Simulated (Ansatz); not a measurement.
**KZnIF2 (built on the sites of a database entry of KZnF3): a soft mode frozen in**

Which phase does KZnIF2 (built on the sites of a database entry of KZnF3) fall into along its unstable mode, and how much energy does it gain?

Method: DFT PBEsol, scalar-relativistic, plane waves, PAW, in Ansatz 0.2.0.

Most raw output is cut from this account.

The structure was built from a prototype and need not be the compound's stable phase.

## (1) Set-up

The structure is tetragonal, space group P4/mmm (No. 123). Conventional cell: a = 4.382 Å, b = 4.382 Å, c = 5.323 Å, α = 90.00°, β = 90.00°, γ = 90.00°. K has 4 I at 3.10 Å nearest. Nearest to Zn lie 4 F at 2.19 Å and 2 I at 2.66 Å. F has 2 Zn at 2.19 Å nearest. I has 2 Zn at 2.66 Å and 4 K at 3.10 Å nearest. Farther neighbours and most contacts between anions are not listed.

## (2) Phonons on a q mesh

The cell comes from relaxations at this level that are not shown. Stability and thermal properties need the whole zone. Linear response on a 2×2×2 q mesh gives force constants as far as a supercell of that size would, and the tensors from the zone-centre run are typed in so that the long-range dipole term is interpolated apart.

Contents of input.yaml:

```yaml
crystal:
  lattice:
    - [4.3820292971, 0.0, 0.0]
    - [0.0, 5.3225750611, 0.0]
    - [0.0, 0.0, 4.3820292971]
  atoms:
    - { symbol: K, position: [0.0, 0.0, 0.0] }
    - { symbol: Zn, position: [0.5, 0.5, 0.5] }
    - { symbol: F, position: [0.5, 0.5, 0.0] }
    - { symbol: F, position: [0.0, 0.5, 0.5] }
    - { symbol: I, position: [0.5, 0.0, 0.5] }
kpoints:
  mp_grid: { grid: [6, 4, 6] }
hamiltonian:
  xc: pbesol
scf:
  occupations: { method: fixed }
output:
  eigenvalues: true
phonons:
  method: dfpt
  qmesh: [2, 2, 2]
  temperatures: { t_max: 1000, t_step: 50 }
  qpath:
    path:
      - [[0.0, 0.0, 0.0], [0.0, 0.0, -0.5], [-0.5, 0.0, -0.5], [0.0, 0.0, 0.0], [0.0, -0.5, 0.0], [0.0, -0.5, -0.5], [-0.5, -0.5, -0.5], [0.0, -0.5, 0.0]]
      - [[0.0, 0.0, -0.5], [0.0, -0.5, -0.5]]
      - [[-0.5, 0.0, -0.5], [-0.5, -0.5, -0.5]]
    npoints: 10
  non_analytic_term:
    high_frequency_dielectric_tensor: [[3.2151, 0.0, 0.0], [0.0, 4.1619, 0.0], [0.0, 0.0, 3.2151]]
    born_effective_charges:
      - { species: K, tensor: [[1.1373, 0.0, 0.0], [0.0, 1.0049, 0.0], [0.0, 0.0, 1.1373]] }
      - { species: Zn, tensor: [[2.3264, 0.0, 0.0], [0.0, 3.2937, 0.0], [0.0, 0.0, 2.3264]] }
      - { species: F, tensor: [[-0.7112, 0.0, 0.0], [0.0, -1.3908, 0.0], [0.0, 0.0, -2.277]] }
      - { species: F, tensor: [[-2.277, 0.0, 0.0], [0.0, -1.3908, 0.0], [0.0, 0.0, -0.7112]] }
      - { species: I, tensor: [[-0.4755, 0.0, 0.0], [0.0, -1.5169, 0.0], [0.0, 0.0, -0.4755]] }
    source: "zone-centre run at this cell"
```

The run is started by

```bash
> ansatz run input.yaml --threads 8 --pin off --max-ram 14336MiB --backend cpu --events-out ev --progress --plain --runs-dir out
```

Elapsed: 1.8 min, on 8 threads of Arm Neoverse V2, shared host; peak memory 0.92 GiB.

A gap read on the k-mesh alone can miss the band edges.

This step gave:

```
gap on the k-mesh                                       : 1.677 eV
volume per atom                                         : 20.44 Å³
sum-rule residual before enforcement                    : 5.99e-5 eV/Å²
lowest frequency on the path                            : -188.6 cm⁻¹
point group                                             : 4/mmm
highest frequency on the path or at a solved wavevector : 288.4 cm⁻¹
highest optical mode at the zone centre (no LO-TO term) : 215.1 cm⁻¹
lowest optical zone-centre mode                         : -120.4 cm⁻¹
lowest mode on the q mesh (acoustic modes at Γ apart)   : -188.6 cm⁻¹
```

Frequencies (cm⁻¹) solved at each irreducible wavevector; negative means imaginary. Frequencies by wavevector, by row:

```csv
q in reciprocal lattice units,star,mode 1,mode 2,mode 3,mode 4,mode 13,mode 14,mode 15
0 0 0,1,-120.4,-107.6,-107.6,0,184.3,215.1,215.1
0 0 -0.5,2,-110.7,-104.6,23.1,76.4,189.3,193.1,258.3
0 -0.5 0,1,-101.5,-101.5,-82.7,-3.7,213.7,213.7,262.2
0 -0.5 -0.5,2,-114.4,-109.2,-100.2,85.1,187.2,204.8,235.3
-0.5 0 -0.5,1,-187.1,-107.2,-31.9,-31.9,228.9,228.9,288.4
-0.5 -0.5 -0.5,1,-188.6,-111.6,-80.5,-58.1,220.9,226.5,226.5
```

Interpolated from a 2×2×2 q mesh, rough between the solved points, with the LO-TO term (at Γ the limit along the path; where Γ stands inside the path, tables give the limit on arrival). The phonon branches at the labelled points (cm⁻¹):

| point | branch 1 | branch 2 | branch 3 | branch 4 | branch 12 | branch 13 | branch 14 | branch 15 |
| --- | --- | --- | --- | --- | --- | --- | --- | --- |
| Γ | -120 | -108 | -55 | 0 | 184 | 196 | 215 | 259 |
| halfway | -116 | -106 | 22 | 40 | 183 | 190 | 204 | 259 |
| X | -111 | -105 | 23 | 76 | 180 | 189 | 193 | 258 |
| halfway | -145 | -109 | 54 | 62 | 198 | 213 | 214 | 279 |
| M | -187 | -107 | -32 | -32 | 202 | 229 | 229 | 288 |
| halfway | -127 | -112 | 11 | 43 | 186 | 195 | 223 | 272 |
| Γ | -120 | -108 | -55 | 0 | 184 | 196 | 215 | 259 |
| halfway | -104 | -104 | -90 | 11 | 190 | 214 | 214 | 261 |
| Z | -102 | -102 | -83 | -4 | 195 | 214 | 214 | 262 |
| halfway | -118 | -101 | -49 | 55 | 194 | 198 | 203 | 247 |
| R | -114 | -109 | -100 | 85 | 182 | 187 | 205 | 235 |
| halfway | -156 | -110 | -63 | 42 | 204 | 211 | 212 | 227 |
| A | -189 | -112 | -80 | -58 | 202 | 221 | 226 | 226 |
| halfway | -127 | -114 | -41 | -25 | 184 | 212 | 221 | 230 |
| Z | -102 | -102 | -83 | -4 | 195 | 214 | 214 | 262 |
| jump to X | -111 | -105 | 23 | 76 | 180 | 189 | 193 | 258 |
| halfway | -111 | -102 | -16 | 79 | 188 | 188 | 200 | 240 |
| R | -114 | -109 | -100 | 85 | 182 | 187 | 205 | 235 |
| jump to M | -187 | -107 | -32 | -32 | 202 | 229 | 229 | 288 |
| halfway | -188 | -109 | -47 | -47 | 202 | 228 | 228 | 255 |
| A | -189 | -112 | -80 | -58 | 202 | 221 | 226 | 226 |

Symmetry leaves 6 wavevectors to solve. The lowest mode among them, the acoustic zeros apart, lies at q = (-0.5, -0.5, -0.5) and is imaginary, 188.6i cm⁻¹, so the energy falls along it.

## (3) The mode frozen in, largest atomic shift 0 Å

The mode followed lies at q = (-0.5, -0.5, -0.5) with frequency 188.6i cm⁻¹, the softest among the wavevectors solved. At small amplitude the distorted cell has space group no. 140 by a symmetry search on the positions. The undistorted cell that holds it gives the zero of energy on the same k mesh.

System of this step: KZnIF2 (built on the sites of a database entry of KZnF3). It takes space group P4/mmm (No. 123, tetragonal). Conventional cell: a = 4.382 Å, b = 4.382 Å, c = 5.323 Å, α = 90.00°, β = 90.00°, γ = 90.00°. Nearest to K lie 4 I at 3.10 Å. Nearest to Zn lie 4 F at 2.19 Å and 2 I at 2.66 Å. F has 2 Zn at 2.19 Å nearest. Nearest to I lie 2 Zn at 2.66 Å and 4 K at 3.10 Å. Farther neighbours and most contacts between anions are not listed.

Contents of input.yaml:

```yaml
crystal:
  lattice:
    - [4.3820292971, 0.0, 4.3820292971]
    - [4.3820292971, 0.0, -4.3820292971]
    - [0.0, 5.3225750611, 4.3820292971]
  atoms:
    - { symbol: K, position: [0.5, 0.5, 0.0] }
    - { symbol: K, position: [0.0, 0.0, 0.0] }
    - { symbol: Zn, position: [0.25, 0.25, 0.5] }
    - { symbol: Zn, position: [0.75, 0.75, 0.5] }
    - { symbol: F, position: [0.0, 0.5, 0.5] }
    - { symbol: F, position: [0.5, 0.0, 0.5] }
    - { symbol: F, position: [0.0, 0.0, 0.5] }
    - { symbol: F, position: [0.5, 0.5, 0.5] }
    - { symbol: I, position: [0.5, 0.0, 0.0] }
    - { symbol: I, position: [0.0, 0.5, 0.0] }
kpoints:
  mp_grid: { grid: [4, 4, 4] }
hamiltonian:
  xc: pbesol
scf:
  occupations: { method: gaussian, width: 0.02 }
output:
  forces: true
  stress: true
  eigenvalues: true
```

Wall time 1.5 s (8 threads); peak memory 0.92 GiB.

Numbers from this step:

- pressure: -0.002680 GPa
- energy from the undistorted cell: 0 meV/atom

At this level the gap is 1.68 eV on the k-mesh of the self-consistent run, which can miss the band edges.

## (4) The mode frozen in, largest atomic shift 0.22 Å

The atoms are moved along the unstable eigenvector, the largest shift by 0.22 Å, with the cell fixed.

input.yaml, the sections that differ from step 3:

```yaml
crystal:
  lattice:
    - [4.3820292971, 0.0, 4.3820292971]
    - [4.3820292971, 0.0, -4.3820292971]
    - [0.0, 5.3225750611, 4.3820292971]
  atoms:
    - { symbol: K, position: [0.5, 0.5, 0.0] }
    - { symbol: K, position: [0.0, 0.0, 0.0] }
    - { symbol: Zn, position: [0.25, 0.25, 0.5] }
    - { symbol: Zn, position: [0.75, 0.75, 0.5] }
    - { symbol: F, position: [-0.025102525, 0.525102525, 0.5] }
    - { symbol: F, position: [0.525102525, -0.025102525, 0.5] }
    - { symbol: F, position: [0.025102525, 0.025102525, 0.5] }
    - { symbol: F, position: [0.474897475, 0.474897475, 0.5] }
    - { symbol: I, position: [0.5, 0.0, 0.0] }
    - { symbol: I, position: [0.0, 0.5, 0.0] }
# kpoints, hamiltonian, scf, output: as in step 3
```

Wall time 1.5 s (8 threads); peak memory 0.92 GiB.

Numbers from this step:

```
pressure                         : 1.878 GPa
gap on the k-mesh                : 2.108 eV
energy from the undistorted cell : -15.91 meV/atom
```

The energy, extrapolated to zero smearing, is -15.91 meV/atom against the undistorted cell.

The run ends at a pressure of 1.88 GPa, with forces up to 0.18 eV/Å.

## (5) Energy along the mode, all amplitudes (two of the runs are shown above)

An imaginary frequency means negative curvature, so the energy should fall and then rise again as anharmonic terms take over.

Numbers from this step:

```
depth at the lowest point sampled  : 15.91 meV/atom
largest atomic shift at that point : 0.22 Å
```

The energy from the parent by largest atomic shift:

```csv
largest atomic shift (Å),energy from the parent (meV/atom)
0.000,0
0.040,-0.784
0.080,-3.03
0.140,-8.38
0.220,-15.9
0.320,-14.7
0.450,43.1
```

Displacement at unit largest shift by atom:

| atom | x (Å) | y (Å) | z (Å) | size |
| --- | --- | --- | --- | --- |
| K1 | 0.00 | 0.00 | 0.00 | 0.00 |
| K2 | 0.00 | 0.00 | 0.00 | 0.00 |
| Zn3 | 0.00 | 0.00 | 0.00 | 0.00 |
| Zn4 | 0.00 | 0.00 | 0.00 | 0.00 |
| F5 | 0.00 | 0.00 | -1.00 | 1.00 |
| F6 | 0.00 | 0.00 | 1.00 | 1.00 |
| F7 | 1.00 | 0.00 | 0.00 | 1.00 |
| F8 | -1.00 | 0.00 | 0.00 | 1.00 |
| I9 | 0.00 | 0.00 | 0.00 | 0.00 |
| I10 | 0.00 | 0.00 | 0.00 | 0.00 |

The lowest of the steps tried is at 0.22 Å, 15.9 meV/atom below the parent; the bottom of the well need not coincide with a step.

## (6) Relaxing from the distorted cell

Starting from the lowest point found, all atoms and the cell are let go, so that strain and other modes of the same symmetry can join in.

Edit input.yaml of step 4 so:

```diff
@@ -21,3 +21,3 @@
 scf:
-  occupations: { method: gaussian, width: 0.02 }
+  occupations: { method: fixed }
 output:
@@ -26 +26,6 @@
   eigenvalues: true
+relax:
+  adjacent_minimum: "off"
+  f_tol: 0.002
+  max_steps: 120
+  cell: { stress_tol: 0.03 }
```

Elapsed: 23 s, on 8 threads; peak memory 1.1 GiB.

The steps of the relaxation:

```
step  energy less that of the first step (eV)  largest force component (eV/Å)  pressure (GPa)  volume (Å³)
   1                                   0.0000                          0.1793            1.88       204.41
   2                                  -0.0672                          0.3765           -0.11       214.26
   3                                  -0.1254                          0.4017           -0.60       220.89
   4                                  -0.0887                          0.8106            1.51       235.98
   5                                  -0.1951                          0.0442           -0.01       229.48
   6                                  -0.1994                          0.0072            0.03       230.35
   7                                  -0.1987                          0.0013           -0.01       230.97
  8*                                  -0.2900                          0.0057            0.62       230.97
   9                                  -0.2934                          0.0693            0.35       238.29
  10                                  -0.2877                          0.0692           -0.19       241.93
  11                                  -0.2897                          0.0002            0.01       241.44
 12*                                  -0.3108                          0.0016            0.05       241.44
  13                                  -0.3097                          0.0010            0.01       242.21
 14*                                  -0.3107                          0.0009            0.01       242.21
```

Relaxation steps marked * repeat the geometry before them on a plane-wave basis chosen anew for their cell, so energy and pressure can jump there. Relaxation step 4 was tried and not accepted.

The run keeps the 16 symmetry operations that it works with, so distortions that break them were not tested.

| conventional cell, symmetrised | before | after | change |
| --- | --- | --- | --- |
| a (Å) | 6.197 | 6.593 | +6.4 % |
| b (Å) | 6.197 | 6.593 | +6.4 % |
| c (Å) | 10.645 | 11.143 | +4.7 % |
| volume (Å³/atom) | 20.44 | 24.22 | +18.5 % |

The atoms that moved most (Å, as changes of fractional coordinates times the final cell):

| atom | dx | dy | dz | length |
| --- | --- | --- | --- | --- |
| F8 | -0.257 | 0.000 | 0.000 | 0.257 |
| F6 | 0.000 | 0.000 | 0.257 | 0.257 |
| F7 | 0.257 | 0.000 | 0.000 | 0.257 |
| F5 | 0.000 | 0.000 | -0.257 | 0.257 |

Final coordinates:

```xyz
10
Lattice="4.6623 0.0000 4.6623 4.6623 0.0000 -4.6623 0.0000 5.5715 4.6623" Properties=species:S:1:pos:R:3 pbc="T T T"
K     4.6623    0.0000    0.0000
K     0.0000    0.0000    0.0000
Zn    2.3311    2.7857    2.3311
Zn    6.9934    2.7857    2.3311
F     2.3311    2.7857   -0.4906
F     2.3311    2.7857    5.1529
F     0.4906    2.7857    2.3311
F     4.1717    2.7857    2.3311
I     2.3311    0.0000    2.3311
I     2.3311    0.0000   -2.3311
```

Numbers from this step:

```yaml
pressure: 0.006594 GPa
gap_on_the_k_mesh: 2.692 eV
volume_per_atom: 24.22 Å³
```

The distorted start has space group I4/mcm; the relaxation ends in I4/mcm.

## (7) Outcome

* unstable mode of the parent: q = (-0.5, -0.5, -0.5), 189i cm⁻¹
* depth at the lowest point sampled: 15.9 meV/atom
* largest atomic shift at that point: 0.22 Å
* space group reached (within 0.01 Å): I4/mcm
* energy gained over the parent (first relaxation, on the mesh of the frozen mode): 47.0 meV/atom
* volume per atom, phase reached: 24.2 Å³
* gap on the k-mesh, phase reached: 2.69 eV

**Reading.** Along this mode the structure falls into I4/mcm, 47.0 meV/atom below the parent. At the parent's cell the well is 15.91 meV/atom deep on the steps tried, with its lowest point at a shift of 0.22 Å. Relaxing atoms and cell changes the gain by +31.07 meV/atom against the lowest step (energies at zero smearing). Most of the total comes from this relaxation. The modes of the phase reached were not computed on this path. Of the 2 patterns followed to their end from this parent, this one reaches the lowest energy. Another end point lies within 1 meV/atom; how such a difference moves with mesh and cutoff was not tested. Each path keeps the symmetry of its pattern, so a lower phase may lie along a pattern not tried. The q mesh stands for a supercell only 8.8 Å across, so branches between the solved wavevectors are rough. The volume moved by more than a tenth on the k mesh of the start, so the energy gain is rough. Spin-orbit coupling is left out, which can matter for the heavy elements here. The starting cell was built on a prototype and not taken from a measurement, so the phase need not exist.

[Logs are printed without paths, hosts, clocks, repeated set-up lines and the standing remarks that a program may print on its own settings, such as how far it seeks lower states.]

[Hosts, paths, dates, database ids (printed as entryN), source tags and the programs' standing remarks are cut or masked in the printed files.]
